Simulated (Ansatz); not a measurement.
# BaNiCl6, from a guessed structure to a relaxed one

Starting from a made-up structure for BaNiCl6, the aim is the relaxed cell, its shortest contacts and, where a second run follows, its electronic structure.

Program: Ansatz 0.2.0. Level of theory: DFT, PBEsol, plane-wave PAW, files of the set soft_1, scalar-relativistic, ferromagnetic start, cell and ions relaxed at zero pressure; PAW set soft_1. Results are calculated unless marked as measured.

## (1) Set-up

It takes space group R-3m (No. 166, trigonal). Conventional cell: a = 9.024 Å, b = 9.024 Å, c = 8.720 Å, α = 90.00°, β = 90.00°, γ = 120.00°. Nearest to Ba lie 12 Cl at 3.30 to 3.58 Å. Nearest to Ni lie 6 Cl at 2.33 Å. Cl has 1 Ni at 2.33 Å and 2 Ba at 3.30 to 3.58 Å nearest. Farther neighbours and most contacts between anions are not listed.

## (2) Relaxation of the guess

The guessed cell has no reason to be at equilibrium. It is relaxed with the atoms, within the space group of the guess.

File input.yaml:

```yaml
crystal:
  lattice:
    - [4.512, 2.605004415, 2.906666667]
    - [-4.512, 2.605004415, 2.906666667]
    - [0.0, -5.210008829, 2.906666667]
  atoms:
    - { symbol: Ba, position: [0.5, 0.5, 0.5] }
    - { symbol: Ni, position: [0.0, 0.0, 0.0], spin: 1.0 }
    - { symbol: Cl, position: [0.7245, 0.7245, 0.0921] }
    - { symbol: Cl, position: [0.0921, 0.7245, 0.7245] }
    - { symbol: Cl, position: [0.7245, 0.0921, 0.7245] }
    - { symbol: Cl, position: [0.9079, 0.2755, 0.2755] }
    - { symbol: Cl, position: [0.2755, 0.2755, 0.9079] }
    - { symbol: Cl, position: [0.2755, 0.9079, 0.2755] }
magnetization:
  spin_polarized: true
kpoints:
  mp_grid: { grid: [5, 5, 5] }
scf:
  occupations: { method: fermi_dirac, width: 0.05 }
hamiltonian:
  xc: pbesol
  pseudopotentials: { kind: paw, azcp: { folder: soft_1 }, xc_functional: pbe }
relax:
  f_tol: 0.015
  max_steps: 70
  cell: {}
output:
  forces: true
  stress: true
```

Started as:

```sh
ansatz run input.yaml --threads 4 --pin off --max-ram 10240MiB --backend cpu --events-out ev --progress --plain --runs-dir out
```

Numbers of over 12 decimals in the logs are rounded to 6 here.

Log:

```text
Engine: ansatz 0.2.0, aarch64-unknown-linux-gnu
Pseudopotentials: kind: paw
Pseudopotential: Ba, paw, valence charge 10, recommended cutoff 420 eV (normal), soft_1/Ba.paw.azcp
Pseudopotential: Ni, paw, valence charge 18, recommended cutoff 420 eV (normal), soft_1/Ni.paw.azcp
Pseudopotential: Cl, paw, valence charge 7, recommended cutoff 420 eV (normal), soft_1/Cl.paw.azcp
Functional definition: PBEsol
  exchange = pbesol_x
  correlation = pbesol_c
Crystal: 8 atoms, lattice volume = 204.986 Å³
Basis set: ecut = 420 eV, 3939 PW (Γ), exchange–correlation on 80×80×80 points (8 copies of the dense FFT grid, shifted against one another)
Bands: 44, of which v1, the nominal top of the filled ones, is band 35 counted from 1 (34 counted from 0)
Symmetry: 12 space group operations
Space group: R-3m (ITA 166), of the structure as read, at distance tolerance 5.9e-5 Å
Magnetic group: BNS 166.97 (UNI 1327), of the structure as read, at distance tolerance 5.9e-5 Å
k-points: 19 of 125
Non-local potential: Ba, projectors of the file, l = 0: 3, l = 1: 2, l = 2: 2, l = 3: 2
Non-local potential: Ni, projectors of the file, l = 0: 3, l = 1: 2, l = 2: 3, l = 3: 1
Non-local potential: Cl, projectors of the file, l = 0: 2, l = 1: 2, l = 2: 1
PAW form: soft (Blöchl's): semilocal exchange-correlation on the pseudo side does not see the compensation charge
PAW frozen core: Ba, regenerated for the run's functional, and the local potential with it (the file was generated under x = pbe(κ = 0.804, μ = 0.219515), c = pbe(β = 0.066725))
PAW frozen core: Ni, regenerated for the run's functional, and the local potential with it (the file was generated under x = pbe(κ = 0.804, μ = 0.219515), c = pbe(β = 0.066725))
PAW frozen core: Cl, regenerated for the run's functional, and the local potential with it (the file was generated under x = pbe(κ = 0.804, μ = 0.219515), c = pbe(β = 0.066725))
PAW one-centre angular grid: Ba, 194 points (default); XC on 64 Gauss nodes
PAW one-centre angular grid: Ni, 590 points (default); XC on 64 Gauss nodes
PAW one-centre angular grid: Cl, 110 points (default); XC on 64 Gauss nodes
Initial density: superposition of atomic densities (chi_scale 0.1, normalization cell, long waves kept (reshape's long-wave potential 0.01 eV rms))
Starting moments: Σ|m| = 1 μB on 1 of 8 sites
Initial wavefunctions: pseudopotential atomic-orbital guess
Functional: x = pbesol(κ = 0.804, μ = 0.123457), c = pbesol(β = 0.046)
SCF iter   1: F=—  HF=-18043.369563 eV  |F-HF|=—  |Δ(HF+E_count)|=         —  Δρ=8.23e-2 (↑5.86e-2 ↓8.23e-2)  dr2=4.00e1  dr2_m=3.00e-1  M=1.128 μB ∫|m|=1.129 μB  β_m=0.30  ethr=3.10e-3  ⟨swp⟩=11.2  Hψ=9614  notcnv=0  defer=23
Mixer restart at iter 1: flushing history
preconditioner: auto → Kerker (q_TF=auto, 2.281 Å⁻¹)  [metal: Δε(μ)=0.005 eV  Ē_g=8.962 eV  σ=0.050 eV  W_gap=0.03  n_scr=44 (ndim 8)  ℏωp=20.1 eV  f_vac=0.005  D(μ)=11.38/eV (n_scr^D=98)]
spin=Collinear: Kerker preconditioning applied to the charge; magnetization (m = ρ↑ − ρ↓) channel mixes plain (no charge-response kernel on spin).
SCF iter   2: F=—  HF=-18042.733713 eV  |F-HF|=—  |Δ(HF+E_count)|=   6.36e-1  Δρ=2.09e-2 (↑2.09e-2 ↓1.96e-2)  dr2=3.44e0  dr2_m=7.66e-2  M=0.824 μB ∫|m|=0.891 μB  β_m=0.30  ethr=3.10e-3  ⟨swp⟩=4.5  Hψ=5488  notcnv=0  defer=68
SCF iter   3: F=—  HF=-18041.795003 eV  |F-HF|=—  |Δ(HF+E_count)|=   9.39e-1  Δρ=1.52e-2 (↑1.15e-2 ↓1.52e-2)  dr2=2.58e0  dr2_m=4.36e-2  M=0.854 μB ∫|m|=0.911 μB  β_m=0.51  ethr=3.10e-3  ⟨swp⟩=2.6  Hψ=3058  notcnv=0  defer=62
SCF iter   4: F=—  HF=-18041.041768 eV  |F-HF|=—  |Δ(HF+E_count)|=   7.53e-1  Δρ=1.55e-2 (↑1.55e-2 ↓6.86e-3)  dr2=8.25e-1  dr2_m=4.60e-2  M=0.561 μB ∫|m|=0.701 μB  β_m=0.75  ethr=3.10e-3  ⟨swp⟩=3.6  Hψ=3296  notcnv=0  defer=57
SCF iter   5: F=—  HF=-18041.055544 eV  |F-HF|=—  |Δ(HF+E_count)|=   1.38e-2  Δρ=7.03e-3 (↑7.03e-3 ↓2.43e-3)  dr2=2.06e-1  dr2_m=1.60e-2  M=0.304 μB ∫|m|=0.442 μB  β_m=0.84  ethr=1.18e-3  ⟨swp⟩=4.1  Hψ=3237  notcnv=0  defer=52
SCF iter   6: F=—  HF=-18041.033891 eV  |F-HF|=—  |Δ(HF+E_count)|=         —  Δρ=3.61e-3 (↑8.62e-4 ↓3.61e-3)  dr2=3.36e-2  dr2_m=6.59e-3  M=0.302 μB ∫|m|=0.386 μB  β_m=0.84  ethr=2.94e-4  ⟨swp⟩=3.1  Hψ=2784  notcnv=0  defer=52
Mixer restart at iter 6: flushing history
SCF iter   7: F=—  HF=-18041.040373 eV  |F-HF|=—  |Δ(HF+E_count)|=   6.48e-3  Δρ=4.03e-3 (↑4.03e-3 ↓7.74e-4)  dr2=2.72e-2  dr2_m=8.03e-3  M=0.253 μB ∫|m|=0.329 μB  β_m=0.90  ethr=4.79e-5  ⟨swp⟩=2.0  Hψ=3315  notcnv=0  defer=52
SCF iter   8: F=—  HF=-18041.046724 eV  |F-HF|=—  |Δ(HF+E_count)|=   6.35e-3  Δρ=5.02e-3 (↑5.02e-3 ↓3.87e-3)  dr2=1.09e-1  dr2_m=7.42e-4  M=0.312 μB ∫|m|=0.373 μB  β_m=0.33  ethr=3.89e-5  ⟨swp⟩=2.1  Hψ=3416  notcnv=0  defer=52  recentre
SCF iter   9: F=—  HF=-18041.034374 eV  |F-HF|=—  |Δ(HF+E_count)|=   1.23e-2  Δρ=1.39e-3 (↑1.39e-3 ↓6.07e-4)  dr2=5.04e-3  dr2_m=1.57e-3  M=0.258 μB ∫|m|=0.324 μB  β_m=0.83  ethr=3.89e-5  ⟨swp⟩=2.0  Hψ=3407  notcnv=0  defer=52
SCF iter  10: F=—  HF=-18041.033514 eV  |F-HF|=—  |Δ(HF+E_count)|=   8.60e-4  Δρ=5.11e-4 (↑5.11e-4 ↓9.88e-5)  dr2=9.07e-4  dr2_m=1.15e-4  M=0.240 μB ∫|m|=0.296 μB  β_m=0.83  ethr=7.20e-6  ⟨swp⟩=2.5  Hψ=2643  notcnv=0  defer=52
SCF iter  11: F=—  HF=-18041.033404 eV  |F-HF|=—  |Δ(HF+E_count)|=   1.10e-4  Δρ=1.56e-4 (↑1.56e-4 ↓4.48e-5)  dr2=6.27e-5  dr2_m=7.05e-6  M=0.240 μB ∫|m|=0.292 μB  β_m=0.92  ethr=1.30e-6  ⟨swp⟩=2.7  Hψ=2773  notcnv=0  defer=52
SCF iter  12: F=—  HF=-18041.033414 eV  |F-HF|=—  |Δ(HF+E_count)|=   1.07e-5  Δρ=7.93e-5 (↑7.93e-5 ↓2.64e-5)  dr2=2.03e-5  dr2_m=1.59e-6  M=0.240 μB ∫|m|=0.292 μB  β_m=0.96  ethr=8.96e-8  ⟨swp⟩=1.0  Hψ=1673  notcnv=0  defer=52
SCF iter  13: F=—  HF=-18041.033412 eV  |F-HF|=—  |Δ(HF+E_count)|=   2.30e-6  Δρ=1.82e-5 (↑1.30e-5 ↓1.82e-5)  dr2=1.69e-6  dr2_m=1.42e-8  M=0.239 μB ∫|m|=0.291 μB  β_m=0.98  ethr=2.90e-8  ⟨swp⟩=2.1  Hψ=2445  notcnv=0  defer=52
SCF iter  14: F=—  HF=-18041.033412 eV  |F-HF|=—  |Δ(HF+E_count)|=   3.34e-8  Δρ=4.14e-6 (↑4.14e-6 ↓2.59e-6)  dr2=7.74e-8  dr2_m=1.67e-9  M=0.240 μB ∫|m|=0.292 μB  β_m=0.99  ethr=2.41e-9  ⟨swp⟩=2.7  Hψ=2804  notcnv=0  defer=52
SCF iter  15: F=—  HF=-18041.033412 eV  |F-HF|=—  |Δ(HF+E_count)|=   8.81e-9  Δρ=1.39e-6 (↑1.39e-6 ↓5.32e-7)  dr2=7.75e-9  dr2_m=4.33e-10  M=0.240 μB ∫|m|=0.292 μB  β_m=0.99  ethr=1.11e-10  ⟨swp⟩=2.5  Hψ=2487  notcnv=0  defer=52
SCF iter  16: F=-18041.033412 eV  HF=-18041.033412 eV  |F-HF|=1.39e-9  |Δ(HF+E_count)|=   1.47e-9  Δρ=5.73e-7 (↑5.73e-7 ↓3.28e-7)  dr2=1.77e-9  dr2_m=3.94e-11  M=0.240 μB ∫|m|=0.292 μB  ethr=1.11e-11  ⟨swp⟩=1.9  Hψ=4707  notcnv=0
[...]
relax step   6: F+E_penalty+E_count = -18041.97743656 eV  Δ(F+E_penalty+E_count) = -5.115e-3 eV  max|allowed force component| = 1.225e-2 eV/Å  Δτ_max = 0.0142 Å  P = -0.052 GPa  Ω = 186.390 Å³  energy of the carried Pulay correction = +1.512e-3 eV  (10 SCF iters, dr2 threshold 6.65e-7 eV, accepted)
[...]
relax step   7: F+E_penalty+E_count = -18041.97759599 eV  Δ(F+E_penalty+E_count) = -1.594e-4 eV  max|allowed force component| = 2.393e-3 eV/Å  Δτ_max = 0.0018 Å  P = +0.018 GPa  Ω = 186.319 Å³  energy of the carried Pulay correction = +1.518e-3 eV  (9 SCF iters, dr2 threshold 3.95e-8 eV, accepted)
Initial wavefunctions: pseudopotential atomic-orbital guess (no wavefunctions were taken with the density)
iter 1 solved again at ethr=2.43e-6 eV; its pass at ethr=3.10e-3 eV (dr2=1.70e-3 eV) is discarded
SCF iter   1: F=—  HF=-18041.975331 eV  |F-HF|=—  |Δ(HF+E_count)|=         —  Δρ=1.66e-4 (↑1.66e-4 ↓1.66e-4)  dr2=8.90e-5  dr2_m=5.23e-14  M=-0.000 μB ∫|m|=0.000 μB  β_m=0.65  ethr=2.43e-6  ⟨swp⟩=3.1  Hψ=13750  notcnv=0
preconditioner: auto → Kerker (q_TF=auto, 2.202 Å⁻¹)  [metal: Δε(μ)=0.105 eV  Ē_g=10.861 eV  σ=0.050 eV  W_gap=0.48  n_scr=24 (ndim 8)  ℏωp=21.1 eV  f_vac=0.017  D(μ)=1.33/eV (n_scr^D=0)]
spin=Collinear: Kerker preconditioning applied to the charge; magnetization (m = ρ↑ − ρ↓) channel mixes plain (no charge-response kernel on spin).
SCF iter   2: F=—  HF=-18041.975997 eV  |F-HF|=—  |Δ(HF+E_count)|=   6.66e-4  Δρ=5.03e-5 (↑5.03e-5 ↓5.03e-5)  dr2=3.34e-6  dr2_m=8.40e-15  M=-0.000 μB ∫|m|=0.000 μB  β_m=0.49  ethr=1.27e-7  ⟨swp⟩=2.0  Hψ=2428  notcnv=0
SCF iter   3: F=—  HF=-18041.976074 eV  |F-HF|=—  |Δ(HF+E_count)|=   7.72e-5  Δρ=3.26e-5 (↑3.26e-5 ↓3.26e-5)  dr2=3.42e-6  dr2_m=9.23e-15  M=-0.000 μB ∫|m|=0.000 μB  β_m=0.47  ethr=4.77e-9  ⟨swp⟩=2.0  Hψ=3028  notcnv=0
SCF iter   4: F=—  HF=-18041.976103 eV  |F-HF|=—  |Δ(HF+E_count)|=   2.89e-5  Δρ=1.82e-5 (↑1.82e-5 ↓1.82e-5)  dr2=1.56e-6  dr2_m=3.41e-15  M=-0.000 μB ∫|m|=0.000 μB  β_m=0.74  ethr=4.77e-9  ⟨swp⟩=2.0  Hψ=2370  notcnv=0
SCF iter   5: F=—  HF=-18041.976111 eV  |F-HF|=—  |Δ(HF+E_count)|=   8.34e-6  Δρ=2.43e-5 (↑2.43e-5 ↓2.43e-5)  dr2=3.67e-6  dr2_m=7.94e-16  M=-0.000 μB ∫|m|=0.000 μB  β_m=0.87  ethr=2.23e-9  ⟨swp⟩=2.8  Hψ=2950  notcnv=0
SCF iter   6: F=—  HF=-18041.976115 eV  |F-HF|=—  |Δ(HF+E_count)|=   3.83e-6  Δρ=1.49e-5 (↑1.49e-5 ↓1.49e-5)  dr2=1.47e-6  dr2_m=2.82e-15  M=-0.000 μB ∫|m|=0.000 μB  β_m=0.89  ethr=2.23e-9  ⟨swp⟩=2.0  Hψ=2986  notcnv=0
SCF iter   7: F=—  HF=-18041.976116 eV  |F-HF|=—  |Δ(HF+E_count)|=   8.02e-7  Δρ=4.60e-6 (↑4.60e-6 ↓4.60e-6)  dr2=1.34e-7  dr2_m=1.57e-15  M=-0.000 μB ∫|m|=0.000 μB  β_m=0.94  ethr=2.10e-9  ⟨swp⟩=2.0  Hψ=2458  notcnv=0
SCF iter   8: F=—  HF=-18041.976116 eV  |F-HF|=—  |Δ(HF+E_count)|=   6.08e-8  Δρ=9.72e-7 (↑9.72e-7 ↓9.71e-7)  dr2=5.50e-9  dr2_m=4.86e-16  M=-0.000 μB ∫|m|=0.000 μB  β_m=0.97  ethr=1.91e-10  ⟨swp⟩=2.1  Hψ=2634  notcnv=0
SCF iter   9: F=—  HF=-18041.976116 eV  |F-HF|=—  |Δ(HF+E_count)|=   2.80e-7  Δρ=1.10e-7 (↑1.10e-7 ↓1.10e-7)  dr2=8.83e-11  dr2_m=1.88e-17  M=0.000 μB ∫|m|=0.000 μB  β_m=0.99  ethr=7.86e-12  ⟨swp⟩=2.0  Hψ=2892  notcnv=0
SCF iter  10: F=—  HF=-18041.976116 eV  |F-HF|=—  |Δ(HF+E_count)|=  2.36e-10  Δρ=3.01e-8 (↑3.01e-8 ↓3.01e-8)  dr2=9.24e-12  dr2_m=1.10e-18  M=0.000 μB ∫|m|=0.000 μB  β_m=0.99  ethr=1.00e-12  ⟨swp⟩=1.7  Hψ=2072  notcnv=0
SCF iter  11: F=-18041.976116 eV  HF=-18041.976116 eV  |F-HF|=3.64e-12  |Δ(HF+E_count)|=  1.46e-11  Δρ=9.51e-9 (↑9.50e-9 ↓9.51e-9)  dr2=8.58e-13  dr2_m=1.39e-19  M=0.000 μB ∫|m|=0.000 μB  ethr=1.00e-12  ⟨swp⟩=3.0  Hψ=5516  notcnv=0
the starting moments were not kept: the SCF closed with an absolute magnetisation of 5.1e-10 μB, where they sum to 1 μB in size (1 site). That is at most 0.1 of that sum. Measured as dr2_m measures the in/out step, that magnetisation stands 1.8e-19 eV from none, at or under the dr2_threshold of 8.0e-11 eV: it is no larger than a step whose dr2_m would equal this threshold.
SCF 8 converged in 11 iterations: F = -18041.976116 eV  dr2 = 8.58e-13
relax step   8: F+E_penalty+E_count = -18041.97611646 eV  Δ(F+E_penalty+E_count) = +1.480e-3 eV  max|allowed force component| = 2.439e-3 eV/Å  Δτ_max = 0.0000 Å  P = +0.019 GPa  Ω = 186.319 Å³  stress off target by 3.00e-2 GPa  SCF on the basis re-selected at this cell (its energy is not comparable with the rows above)  (11 SCF iters)
basis re-selected at this cell: Δ(F+E_penalty+E_count) = +1.480e-3 eV, ΔP = +0.002 GPa vs the last step (what re-selecting the basis moved, of the pressure what is left beyond the Pulay correction that the steps carried, after the strain that the cell walked since its last selection, with what the two solves' SCF thresholds leave and, on support functions, any second-order correction that the steps lacked; it is no m [...]
SCF converged after 11 iterations
Magnetization: 0.0000 μB (35.0000 up, 35.0000 down)
Absolute magnetization: 0.0000 μB (∫|ρ↑−ρ↓|, with the PAW one-centre terms)
Spin contamination: 0.0000 ħ² per cell (⟨S²⟩ above its minimum at these occupations)
Per-site moments (μB) at R_I (Å): [(-1.8953176798355576e-12, 1.286558), (2.2939060594098043e-10, 0.917176), (-8.351552762913947e-12, 0.917176), (-8.351569326142901e-12, 0.917176), (-8.35164001535231e-12, 0.917176), (-8.351565995578705e-12, 0.917176), (-8.351557460920338e-12, 0.917176), (-8.351633271033012e-12, 0.917176)]
Free energy (F): -18041.976116 eV
Harris-Foulkes:  -18041.976116 eV  (|F-HF|=3.64e-12)
Internal energy: -18041.964034 eV  (E = F + TS)
E sigma→0 (E₀):  -18041.970075 eV
Entropy (-TS):   -0.012083 eV (-1.510 meV/atom)
Fermi energy:    4.565709 eV
--- Per-component energies (eV) ---
  E_band       = -661.150574
  E_kinetic    = 1409.894831
  E_local      = -7255.103102  (includes V_loc(G=0)·N_el)
  E_nonlocal   = 166.212872
  E_hartree    = 3315.815343
  E_xc         = -945.565789
  E_vxc        = -967.825768  (∫ρ·V_xc dr)
  E_paw        = -10574.893255  (= ΣΔE_a)
  E_vpaw       = -645.961638  (= ΣTr[D̂ρ^β])
  E_aug_tail   = 0.001575  (compensation charges beyond the density's cutoff)
  E_ewald      = -4159.145829
  E_core_change = 0.819320  (= ΣΔE_core)
  E_smearing   = -0.012083  (= −TS)
  E_closure    = -0.000000  (closes the sum)
  Σ components = -18041.976116   (vs F -18041.976116, Δ=0.00e0)
--- Forces (eV/Å), atoms counted from 1 ---
  atom   1  Ba     0.00000000     0.00000000    -0.00000000
  atom   2  Ni     0.00000000     0.00000000    -0.00000000
  atom   3  Cl     0.00000000    -0.00243948    -0.00150044
  atom   4  Cl     0.00211265     0.00121974    -0.00150044
  atom   5  Cl    -0.00211265     0.00121974    -0.00150044
  atom   6  Cl    -0.00211265    -0.00121974     0.00150044
  atom   7  Cl    -0.00000000     0.00243948     0.00150044
  atom   8  Cl     0.00211265    -0.00121974     0.00150044
  max |Σ_I F_I| component: 3.04e-18 eV/Å
--- Stress (GPa, compression-positive) ---
        0.013825      -0.000000      -0.000000
       -0.000000       0.013825       0.000000
       -0.000000       0.000000       0.030034
  P = ⅓ Tr σ = 0.0192 GPa (0.192 kbar)
--- Relaxed structure (7 steps of the walk, 7 accepted, 1 SCFs on fresh bases) ---
  F+E_penalty+E_count = -18041.97611646 eV   max|allowed force component| = 2.439e-3 eV/Å   (the final SCF, on the basis selected at the relaxed cell)
  cell:  # Å, volume = 186.3186 Å³
    - [4.587666, 2.648690, 2.555536]
    - [-4.587666, 2.648690, 2.555536]
    - [0, -5.297381, 2.555536]
  atoms:
    - { symbol: Ba, position: [0.500000, 0.500000, 0.500000] }
    - { symbol: Ni, position: [4.2223633652994e-19, 4.7179677493232525e-19, 1.1308129179745365e-19] }
    - { symbol: Cl, position: [0.717556, 0.717556, 0.059063] }
    - { symbol: Cl, position: [0.059063, 0.717556, 0.717556] }
    - { symbol: Cl, position: [0.717556, 0.059063, 0.717556] }
    - { symbol: Cl, position: [0.940937, 0.282444, 0.282444] }
    - { symbol: Cl, position: [0.282444, 0.282444, 0.940937] }
    - { symbol: Cl, position: [0.282444, 0.940937, 0.282444] }
```

Elapsed: 62 s, on 4 threads of Arm Neoverse V1, shared host; peak memory 0.71 GiB.

Relaxation path:

| step | energy less that of the first step (eV) | largest force component (eV/Å) | pressure (GPa) | volume (Å³) |
| --- | --- | --- | --- | --- |
| 1 | 0.0000 | 0.8899 | -4.87 | 204.99 |
| 2 | -0.6976 | 0.3471 | -2.06 | 188.13 |
| 3 | -0.8857 | 0.2264 | 1.05 | 181.46 |
| 4 | -0.9272 | 0.0499 | 0.72 | 181.35 |
| 5 | -0.9389 | 0.0090 | 0.43 | 182.92 |
| 6 | -0.9440 | 0.0123 | -0.05 | 186.39 |
| 7 | -0.9442 | 0.0024 | 0.02 | 186.32 |
| 8* | -0.9427 | 0.0024 | 0.02 | 186.32 |

Relaxation steps marked * repeat the geometry before them on a plane-wave basis chosen anew for their cell, so energy and pressure can jump there.

Forces are held to the 12 operations that the run works with; a distortion that breaks them can't arise in this run.

| cell as run | before | after | change |
| --- | --- | --- | --- |
| a (Å) | 5.966 | 5.882 | -1.4 % |
| b (Å) | 5.966 | 5.882 | -1.4 % |
| c (Å) | 5.966 | 5.882 | -1.4 % |
| α (°) | 98.28 | 102.52 | +4.3 % |
| β (°) | 98.28 | 102.52 | +4.3 % |
| γ (°) | 98.28 | 102.52 | +4.3 % |
| volume (Å³/atom) | 25.62 | 23.29 | -9.1 % |

The atoms that moved most (Å, as changes of fractional coordinates times the final cell):

| atom | dx | dy | dz | length |
| --- | --- | --- | --- | --- |
| Cl3 | 0.000 | 0.138 | -0.120 | 0.183 |
| Cl7 | 0.000 | -0.138 | 0.120 | 0.183 |
| Cl4 | -0.120 | -0.069 | -0.120 | 0.183 |
| Cl5 | 0.120 | -0.069 | -0.120 | 0.183 |
| Cl8 | -0.120 | 0.069 | 0.120 | 0.183 |
| Cl6 | 0.120 | 0.069 | 0.120 | 0.183 |

Final coordinates:

```xyz
8
Lattice="4.5877 2.6487 2.5555 -4.5877 2.6487 2.5555 0.0000 -5.2974 2.5555" Properties=species:S:1:pos:R:3 pbc="T T T"
Ba    0.0000    0.0000    3.8333
Ni    0.0000    0.0000    0.0000
Cl    0.0000    3.4883    3.8184
Cl   -3.0209   -1.7441    3.8184
Cl    3.0209   -1.7441    3.8184
Cl    3.0209    1.7441    3.8482
Cl    0.0000   -3.4883    3.8482
Cl   -3.0209    1.7441    3.8482
```

Numbers from this step:

```yaml
free_energy: -18041.9761 eV
energy_at_zero_smearing: -18041.9701 eV
smearing_term_ts: 0.01208 eV
fermi_energy: 4.566 eV
electrons: 70
symmetry_operations: 12
pressure: 0.01923 GPa
```

The shortest distance of each pair, which need not be the same contact before and after:

| pair | guess (Å) | relaxed (Å) |
| --- | --- | --- |
| Cl–Ni | 2.334 | 2.223 |
| Cl–Cl | 3.284 | 3.033 |
| Ba–Cl | 3.297 | 3.119 |
| Ba–Ni | 4.360 | 3.833 |

The relaxation ends with a largest force component of 0.0024 eV/Å and a pressure of 0.02 GPa. No moment survives the cycle: this start ends non-magnetic.

## (3) Results

```
space group, relaxed : R-3m
conventional cell    : a = 9.175, b = 9.175, c = 7.667 Å; α = 90.0°, β = 90.0°, γ = 120.0°
volume per atom      : 23.29 Å³ (guess 25.62)
total moment         : 0.00 μB in the cell of 8 atoms
```

In words: BaNiCl6 relaxes to R-3m with a = 9.175, b = 9.175 and c = 7.667 Å. The guessed volume was 10 % too large. The space group R-3m was held in the relaxation, so the end point is a stationary structure within it and may be a saddle against distortions or other arrangements. The moments died out from this one start and weren't seeded again at the relaxed cell. Mesh and cutoff weren't tested. Spin-orbit coupling is left out, which can matter for elements this heavy. No dispersion term is used, so weakly bound directions may come out too long. Nothing here tests whether the compound is stable against decomposition.

[Logs are printed without paths, hosts, clocks, repeated set-up lines and the standing remarks that a program may print on its own settings, such as how far it seeks lower states.]

[Hosts, paths, dates, database ids (printed as entryN), source tags and the programs' standing remarks are cut or masked in the printed files.]
